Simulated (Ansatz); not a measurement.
# CaO (Fm-3m):Li_i (void), thermodynamic levels from a 54-atom cell

Wanted: the transition levels of a interstitial in CaO (Fm-3m), from a cell of 54 host atoms with 1 Li put in.

Method: place-levels on r2SCAN runs: charge-transition levels and formation energies with image-charge correction and potential alignment at the atomic sites; PAW set soft_1, in Ansatz 0.2.0.

## (1) The starting structure

The cell holds 55 atoms: 27 Ca, 27 O and 1 Li. Its edges and angles: a = 10.173 Å, b = 10.173 Å, c = 10.173 Å, α = 60.0°, β = 60.0°, γ = 60.0°. It derives from CaO (space group Fm-3m). Nearest the centre at fractional (0.083, 0.750, 0.750): Li55 at 0.00 Å, O54 at 2.08 Å, Ca17 at 2.08 Å, Ca5 at 2.08 Å, O16 at 2.08 Å, O12 at 2.08 Å, Ca13 at 2.08 Å, Ca35 at 2.08 Å.

Coordinates:

```xyz
55
Lattice="0.0000 7.1931 7.1931 7.1931 0.0000 7.1931 7.1931 7.1931 0.0000" Properties=species:S:1:pos:R:3 pbc="T T T"
Ca    0.0000    0.0000    0.0000
O     2.3977    2.3977    2.3977
Ca    2.3977    2.3977    0.0000
O     4.7954    4.7954    2.3977
Ca    4.7954    4.7954    0.0000
O     7.1931    7.1931    2.3977
Ca    2.3977    0.0000    2.3977
O     4.7954    2.3977    4.7954
Ca    4.7954    2.3977    2.3977
O     7.1931    4.7954    4.7954
Ca    7.1931    4.7954    2.3977
O     9.5908    7.1931    4.7954
Ca    4.7954    0.0000    4.7954
O     7.1931    2.3977    7.1931
Ca    7.1931    2.3977    4.7954
O     9.5908    4.7954    7.1931
Ca    9.5908    4.7954    4.7954
O    11.9885    7.1931    7.1931
Ca    0.0000    2.3977    2.3977
O     2.3977    4.7954    4.7954
Ca    2.3977    4.7954    2.3977
O     4.7954    7.1931    4.7954
Ca    4.7954    7.1931    2.3977
O     7.1931    9.5908    4.7954
Ca    2.3977    2.3977    4.7954
O     4.7954    4.7954    7.1931
Ca    4.7954    4.7954    4.7954
O     7.1931    7.1931    7.1931
Ca    7.1931    7.1931    4.7954
O     9.5908    9.5908    7.1931
Ca    4.7954    2.3977    7.1931
O     7.1931    4.7954    9.5908
Ca    7.1931    4.7954    7.1931
O     9.5908    7.1931    9.5908
Ca    9.5908    7.1931    7.1931
O    11.9885    9.5908    9.5908
Ca    0.0000    4.7954    4.7954
O     2.3977    7.1931    7.1931
Ca    2.3977    7.1931    4.7954
O     4.7954    9.5908    7.1931
Ca    4.7954    9.5908    4.7954
O     7.1931   11.9885    7.1931
Ca    2.3977    4.7954    7.1931
O     4.7954    7.1931    9.5908
Ca    4.7954    7.1931    7.1931
O     7.1931    9.5908    9.5908
Ca    7.1931    9.5908    7.1931
O     9.5908   11.9885    9.5908
Ca    4.7954    4.7954    9.5908
O     7.1931    7.1931   11.9885
Ca    7.1931    7.1931    9.5908
O     9.5908    9.5908   11.9885
Ca    9.5908    9.5908    9.5908
O    11.9885   11.9885   11.9885
Li   10.7896    5.9942    5.9942
```

Known beforehand: the electronic dielectric constant, 3.85, and the static one, 16.67, computed on the host (DFPT, PBEsol, on the r2SCAN cell), and a cell off the functional's own equilibrium shifts the ionic part.

The cell's shortest repeat is 10.2 Å.

## (2) The runs of each charge state

Levels follow from differences of total energies between charge states, each relaxed by itself.

Random displacements of about 0.05 Å break the site symmetry at the start, so that the relaxation can reach a distorted minimum if there is one. Forces are taken at one point at (¼, ¼, ¼). The cell holds 1 electron fewer than the neutral one, with a uniform background that keeps it neutral on the whole.

The sampling was tested on the host first: at the k-points planned (1x1x1 shifted 0.25 0.25 0.25) its energy lies 0.005 eV an atom from the dense-mesh value, under the bound of 0.02 eV set for this test; that bounds the host's error, not the defect's.

One of the inputs; charge, spin and start change from state to state.

Input file qp1.relax/input.yaml:

```yaml
crystal:
  lattice:
    - [0.0, 2.39769239, 2.39769239]
    - [2.39769239, 0.0, 2.39769239]
    - [2.39769239, 2.39769239, 0.0]
  atoms:
    - { symbol: Ca, position: [0.0, 0.0, 0.0] }
    - { symbol: O, position: [0.5, 0.5, 0.5] }
  supercell: [3, 3, 3]
  defects: [{ interstitial: { symbol: Li, position: [0.083333, 0.75, 0.75] } }]
total_charge: 1
basis:
  ecutwfc: 500
  xc_grid: 2
hamiltonian:
  xc: r2scan
  pseudopotentials: { kind: paw, azcp: { folder: soft_1 } }
kpoints:
  mp_grid: { grid: [1, 1, 1], shift: [0.25, 0.25, 0.25] }
scf:
  occupations: { method: fixed }
  max_iter: 60
output:
  forces: true
  charged_corrections: { epsilon: 3.85, static_epsilon: 16.67 }
relax:
  f_tol: 0.02
  max_steps: 80
  random_displacement: { amplitude: 0.05, seed: 1483 }
checkpoint:
  write: "../qp1.relax.run"
  compress: false
  write_wavefunctions: true
  write_every: 100000
```

Command:

```console
> ansatz run input.yaml --threads 4 --pin off --max-ram 7536MiB --backend cpu --events-out ev --progress --plain --runs-dir out
```

Defect states can disperse in a cell of this size, so the energy is taken again at a 2×2×2 shifted mesh, on the relaxed structure.

The run of this state that the levels use, under r2SCAN:

Input file qp1.point/input.yaml:

```yaml
crystal:
  checkpoint: "../qp1.relax.run"
  host: checkpoint
total_charge: 1
basis:
  ecutwfc: 500
  xc_grid: 2
hamiltonian:
  xc: r2scan
  pseudopotentials: { kind: paw, azcp: { folder: soft_1 } }
kpoints:
  mp_grid: { grid: [2, 2, 2], shift: [0.5, 0.5, 0.5] }
scf:
  occupations: { method: fermi_dirac, width: 0.01 }
  max_iter: 60
output:
  forces: true
  eigenvalues: true
  charged_corrections:
    epsilon: 3.85
    static_epsilon: 16.67
    defect_position: [0.083333, 0.75, 0.75]
  eigenstates: { localisation: true }
  populations: true
  band_densities: [{ bands: [v1, v1] }, { bands: [c1, c1] }]
  write_density: true
  write_potential: true
  volumetric_format: npy
checkpoint:
  read: "../qp1.relax.run"
  write: "../qp1.point.run"
  compress: false
  write_wavefunctions: false
  write_every: 100000
```

Relaxations under r2SCAN at one point at (¼, ¼, ¼); times on 4 threads of Arm Neoverse V1, shared host:

```csv
charge,moment (μB),occupations,outcome,steps,largest displacement against the far atoms (Å),time
0,1,fixed,converged,10,0.22,6.6 min
+1,0,fixed,converged,5,0.21,88 s
```

Single points under r2SCAN at a 2×2×2 shifted mesh; times on 4 threads of Arm Neoverse V1, shared host:

```csv
charge,moment (μB),occupations,outcome,time
0,1,fermi-dirac,converged,4.6 min
+1,0,fermi-dirac,converged,1.9 min
```

Distances (Å) from Li55 to the nearest atoms after relaxation with r2SCAN:

```csv
charge,moment (μB),1.,2.,3.,4.,5.,6.
0,1,O 1.94,O 1.94,O 1.94,O 1.95,Ca 2.28,Ca 2.29
+1,0,O 1.94,O 1.94,O 1.94,O 1.95,Ca 2.28,Ca 2.28
```

## (3) place-levels, r2SCAN

A charged cell interacts with its images and the background, and its potential has another zero than the host's. place-levels removes the first by a point-charge model, screened by the static dielectric constant since the ions have relaxed around the charge, and the second by comparing potentials at atoms far from the defect.

The host is a run of the defect-free crystal in the same cutoffs, grids and k-points, so that basis and sampling errors cancel in part in the differences. The host is run in a cell of 2 atoms on a matching mesh. Its band edges are searched through the zone by a band path, so the gap is smaller than, or equal to, that on the mesh. Chemical potentials are energies per atom of Li (bcc), run with the same functional and cutoff.

Input file levels.point.yaml:

```yaml
host:
  run: host.point.run
states: [q0_M1.point.run, qp1.point.run]
geometry_from:
  q0_M1.point.run: q0_M1.relax.run
  qp1.point.run: qp1.relax.run
chemical_potentials:
  Li:
    energy: -205.132397
    dataset: <sha256 of the dataset>
epsilon: 3.85
static_epsilon: 16.67
vertical:
  - { from: qp1.point.run, to: qp1.point_neutral.run }
```

Command:

```console
> ansatz place-levels levels.point.yaml -- --threads 4 --pin off --max-ram 7536MiB
```

Numbers of over 12 decimals in the logs are rounded to 6 here.

Log:

```text
[... repeated set-up lines and file paths are left out, and long positions are rounded to six places ...]
(+1/0) 4.227 eV above the valence edge (+4.324 eV without the band-filling correction), in the conduction band
formation energy of charge +1: -1.213 eV with the Fermi level at the valence edge
formation energy of charge 0: +3.014 eV with the Fermi level at the valence edge
vertical +1 to 0: no energy, since no alignment is typed
  the change from vertical[0].from (qp1.point.run) to vertical[0].to (qp1.point_neutral.run): by its potential at epsilon 3.85 it stands at 0.654 0.330 0.329, with an rms radius of about 6.4 Å (3.7 3.7 3.7 Å across the planes of the cell's vectors); [...]
  edges by r2scan, gap 4.197 eV; the host is sampled to repeats of 20.35 Å
  the defect's cells are sampled to repeats of 20.35 Å, like sampling
  charge +1: -64854.3131 eV with its correction of +0.237 eV, at epsilon 16.67, aligned at sites: +0.0992 eV, mean over 22 atomic sites at or beyond 5.09 Å from the defect at [0.0833, 0.7500, 0.7500], with +0.000000 for the charge's moments and without [...]
  charge 0: +0.000 eV for its dipole among its images, +0.000 omitted
  states[0] (q0_M1.point.run): levels filled in part (TS 0.003 eV): its energy is of no whole electron's
  of states[1] (qp1.point.run): how wide its charge is, is not read beside other atoms or cores, and a band state would take no correction. [...]
  of states[0] (q0_M1.point.run): a band-filling correction moves a carrier to the host's band edge, which changes its energy by -0.097 eV; [...]
  of vertical[0].from (qp1.point.run): it parts from the run at its places by a charge that spreads by about 3.7 Å along one vector (1.4 Å or more is wide), by its potential at epsilon 3.85, taken for that of held ions (one typed too small widens it), where [...]
  vertical[0].to (qp1.point_neutral.run): levels filled in part (TS 0.003 eV): its energy is of no whole electron's
  of vertical[0].to (qp1.point_neutral.run): its moments are held at its close (magnetization.spin_locking), by a field of 0.084 eV a Bohr magneton, and its energy and levels are of the state that this holds: a run that lets them go can end lower; [...]
```

It took 0.23 s on 4 threads of Arm Neoverse V1, shared host.

Levels between the charges placed, in eV above the valence top:

```csv
,gap (eV),(+1/0)
r2SCAN,4.20,4.23
```

Corrections by state:

```csv
charge,moment (μB),image terms and alignment (eV),band filling (eV),ε used,"over the lowest of its charge, as the program ranks them, band filling apart (eV)"
+1,0.0,0.237,-,16.67,0.000
0,1.0,0.000,-0.097,-,0.000
```

The charged structures listed were also run neutral, and place-levels reads from each pair, by the potential or the spins, how wide the charge is by which they differ; that can be the carrier of either run.

```csv
charge,rms radius (Å),spread where it is widest against the cell (Å),wide from (Å),reading
+1,6.4,3.71,1.44,wide
```

The neutral runs of these pairs need not share the spin of the lowest neutral state, and very wide values only mean spread over the cell.

From the program's caveats on the states, each cut to its opening words:

- charge +1: how wide its charge is, is not read beside other atoms or cores, and a band state would take no correction
- charge 0 (1 μB): a band-filling correction moves a carrier to the host's band edge, which changes its energy by -0.097 eV
- charge 0 (1 μB): its alignment with the host at atomic sites is doubtful: the mean over the far sites moves by -0.0586 eV from their farther parts to their nearer, more than [...]
- charge 0 (1 μB): its displacements don't fall off away from the defect: farther atoms stand 0.011 Å off the host's places
- charge 0 (1 μB): its moments are held at its close (magnetization.spin_locking), by a field of 0.082 eV a Bohr magneton, and its energy and levels are of the state that this [...]
- charge 0 (1 μB): flagged: stability check not made

Formation energies (eV), elemental references (Δμ(Li) = 0.00 eV):

```csv
charge,Fermi level at the valence top,at the conduction bottom
+1,-1.21,2.98
0,3.01,3.01
```

## (4) Effect of the sampling

The relaxations' own energies give the levels at their sampling, for comparison.

Input file levels.relax_mesh.yaml:

```yaml
host:
  run: host.relax.run
states: [q0_M1.relax.run, qp1.relax.run]
chemical_potentials:
  Li:
    energy: -205.132397
    dataset: <sha256 of the dataset>
```

Command:

```console
> ansatz place-levels levels.relax_mesh.yaml -- --threads 4 --pin off --max-ram 7536MiB
```

Log:

```text
[...]
formation energy of charge +1: -1.219 eV with the Fermi level at the valence edge
formation energy of charge 0: +3.003 eV with the Fermi level at the valence edge
  edges by r2scan, gap 4.183 eV; the host is sampled to repeats of 10.17 Å
[... the lines on each state left out ...]
```

It took 0.09 s on 4 threads.

Levels between neighbouring charges, in eV above the valence top:

```csv
,gap (eV),(+1/0)
"one point at (¼, ¼, ¼)",4.18,4.22
a 2×2×2 shifted mesh,4.20,4.23
```

Going from one point at (¼, ¼, ¼) to a 2×2×2 shifted mesh moves formation energies against the elements by up to 0.01 eV; band-filling terms, which differ between samplings, are in these energies.

## (5) Summary of results

| Quantity | Value |
| --- | --- |
| gap of the host | 4.20 eV (r2SCAN) |
| level (plus 1/0) | 4.23 eV above the valence top, past the conduction bottom (4.32 eV above the valence top without the band-filling term) |
| lowest of the charges placed, just above the valence top (0.02 eV) | +1 |
| lowest of the charges placed, just below the conduction bottom (0.02 eV) | +1 |
| lowest formation energy at mid-gap of the charges run, elemental references | 0.89 eV |

In words: Of the charges placed (0 and +1), +1 is the lowest from 0.02 eV above the valence top to 0.02 eV below the conduction bottom, a gap of 4.20 eV. Charges above +1 and below 0 were not placed, so these runs say nothing of levels that involve them. States placed: +1 at 0 μB; 0 at 1 μB. Other spin states or structures, where not listed, weren't placed. The program finds carriers beyond a band edge of the host and adds a band-filling term at charge 0 (-0.10 eV); steps to such a charge show no bound level, and a defect level inside a band would be read the same way. Li is taken at its element; compounds, which aren't counted here, bound the chemical potentials and would shift these formation energies. Going from one point at (¼, ¼, ¼) to a 2×2×2 shifted mesh moves formation energies against the elements by up to 0.01 eV; band-filling terms, which differ between samplings, are in these energies. The program doubts the alignment of potentials for at least one state, a sign that the cell is small. Keep in mind: r2SCAN makes the gap too small and tends to spread out bound carriers; where a gas molecule sets a chemical potential or the host's formation energy, its binding is uncorrected.

[Logs are printed without paths, hosts, clocks, repeated set-up lines and the standing remarks that a program may print on its own settings, such as how far it seeks lower states.]

[Hosts, paths, dates, database ids (printed as entryN), source tags and the programs' standing remarks are cut or masked in the printed files.]

[Where a table of states has a column of steps, it counts the stored structures, which are thinned; the runs took as many ionic steps or more.]

[A defect's name tells the site on which it was built; relaxed atoms can leave that site.]

[For some hosts the program warned that the k-mesh of the response run may be too coarse for force constants and the static dielectric constant; such warnings are not shown here.]
